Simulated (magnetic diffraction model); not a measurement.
## KCeTiSe4: what an assumed order does to the neutron pattern

Space group P2_1 (no. 4), a = 6.8550 Å, b = 6.9470 Å, c = 9.1720 Å, β = 107.84°.

| site | atom | x | y | z |
| --- | --- | --- | --- | --- |
| 2a | Ce | 0.2681 | 0.2902 | 0.4436 |
| 2a | Se | 0.5058 | 0.5357 | 0.2870 |
| 2a | Se | 0.5335 | 0.5137 | 0.7293 |
| 2a | Se | 0.0656 | 0.6872 | 0.4229 |
| 2a | Se | 0.0869 | 0.7529 | 0.8518 |
| 2a | Ti | 0.2900 | 0.7562 | 0.6802 |
| 2a | K | 0.7591 | 0.7757 | 0.0665 |

This is a made-up structure (elements placed in a structure type, unrelaxed), so the numbers test the method and describe no known phase.

Only Ce is taken to order (form factors of Ce3+); orders and moment sizes are assumed, and not adapted to the symmetry. Radiation: neutrons of λ = 2.41 Å, 3° to 35°; isotropic B of 0.55 Å² (Ce), 0.7 Å² (Se), 0.81 Å² (Ti) and 0.77 Å² (K). Simulated constant-wavelength pattern: nuclear and magnetic terms add, the magnetic one as |2.695 fm × Σ f S⊥ exp(2πi Q·r) exp(−B s²)|², summed over all Q at one angle with the factor 1/(sin²θ cos θ). For a modulated order the moment at position r is S exp(−2πi k·r) + c.c., with S = m/2 for a sine wave of amplitude m and S = m(u + iv)/2 for moments turning in a plane, u and v being orthogonal unit vectors in it; the phase factor of the sum at Q = H + k is then exp(2πi H·r). Free-ion form factors, Sears's scattering lengths of 1992, no absorption; a label names one of the reflections at its angle. The strongest nuclear line in the range is 100, and lines under 0.2 are left out.

Assume the order k = (0 1/4 0), moments turning in the plane of [100] and [001], 0.65 μB on Ce; signs + at (0.2681, 0.2902, 0.4436), + at (0.7319, 0.7902, 0.5564).

Predict the pattern, nuclear and magnetic parts apart.

```csv
2θ (°),index,nuclear,magnetic
4.97,(0 1/4 0),0.0,55.8
15.87,(0 0 1),86.7,0.0
16.64,(0 1/4 1),0.0,4.7
21.28,(1 0 0),2.6,0.0
21.87,(0 3/4 1),0.0,0.5
22.34,(1 0 -1),22.9,0.0
22.90,(1 1/4 -1),0.0,0.6
25.61,(0 1 1),7.7,0.0
26.11,(1 3/4 0),0.0,2.6
26.99,(1 3/4 -1),0.0,1.9
29.35,(1 1 0),51.3,0.0
29.79,(0 5/4 1),0.0,0.3
30.14,(1 1 -1),100.0,0.0
30.41,(1 0 1),3.8,0.0
32.05,(0 0 2),16.8,0.0
32.45,(0 1/4 2),0.0,0.7
32.66,(1 0 -2),0.4,0.0
33.06,(1 1/4 -2),0.0,0.7
33.09,(1 5/4 0),0.0,1.9
33.81,(1 5/4 -1),0.0,1.4
34.04,(1 3/4 1),0.0,1.3
```

The strongest magnetic line in the range is (0 1/4 0) at 4.97° (55.8). On top of the Lorentz factor, which all lines share, magnetic lines fade with angle because f falls: for Ce3+ it is 0.96, 0.86, 0.71 and 0.43 at sin θ/λ = 0.1, 0.2, 0.3 and 0.5 Å⁻¹, while nuclear lengths stay constant. The order has no net moment.

[Logs are printed without paths, hosts, clocks, repeated set-up lines and the standing remarks that a program may print on its own settings, such as how far it seeks lower states.]
